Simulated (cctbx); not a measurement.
# Symmetry from intensities

Cell: a = 9.5970 Å, b = 9.5970 Å, c = 9.5970 Å, α = 90.00°, β = 90.00°, γ = 90.00°. Expected content of the cell: Sn4 Ru4 Nb4 Ca4 S24.

The data are simulated with cctbx, not measured: Ag Kα, λ = 0.56087 Å, to d = 0.75 Å, 50 % of the full sphere, strongest reflection 5000 counts, noise from counting, a 3 % proportional error and a noise floor of 8 counts (s.d.); no absorption, some extinction.

Tests on the unmerged data give:

```text
4362 reflections to d = 0.752 A
centring   violations  <I/sigma> of those
    A          0 of  2194     -0.0
    B          0 of  2183     -0.0
    C          0 of  2157     -0.0
    I        313 of  2207      1.1
    R        503 of  2890      2.2
    F          0 of  3267     -0.0
Laue class    unique    Rint  (classes that these axes allow; Friedel mates merged)
F m m m           314   0.056
F m -3            111   0.060
F m -3 m           80   0.060
space group    extra absences  I>4sigma  <I/sigma>
F 4 3 2                 0          0         -  acentric
F -4 3 m                0          0         -  acentric
F m -3 m                0          0         -  centric
Wilson B = 0.49 A^2   <|E^2-1|> = 0.809 (0.968 centric, 0.736 acentric)   E^2>4: 0.0 %
shell (A)         n   <I/sigma>
 5.54 - 1.36     19     35.6
 1.36 - 1.08     15     27.3
 1.08 - 0.95     12     26.9
 0.95 - 0.86     12     26.4
 0.86 - 0.80     13     30.5
 0.80 - 0.75      9     27.0
```

**Question.** What are the lattice type, the Laue class and the likely space group?

The reflections that A, B, C and F centring forbids are absent (⟨I/σ⟩ near 0), so the lattice is F. F holds A, B and C together.

Rint stays low (0.056 to 0.060) up to F m -3 m, the highest class in these axes.

3 settings pass the absence test. No glide or screw absences show, which leaves F 4 3 2, F -4 3 m and F m -3 m.

⟨|E²−1|⟩ = 0.809 lies between the two ideal values. The Wilson B of 0.49 Å² means U ≈ 0.0062 Å².

The true group is F-43m (no. 216), Laue class m-3m, non-centrosymmetric. The tables only narrow the choice to the tied entries; cell content, site symmetry and trial solutions must settle it.

The model was made for the exercise: a known structure type with other elements put in, its volume estimated, not relaxed; displacement parameters are assumed.

[Logs are printed without paths, hosts, clocks, repeated set-up lines and the standing remarks that a program may print on its own settings, such as how far it seeks lower states.]
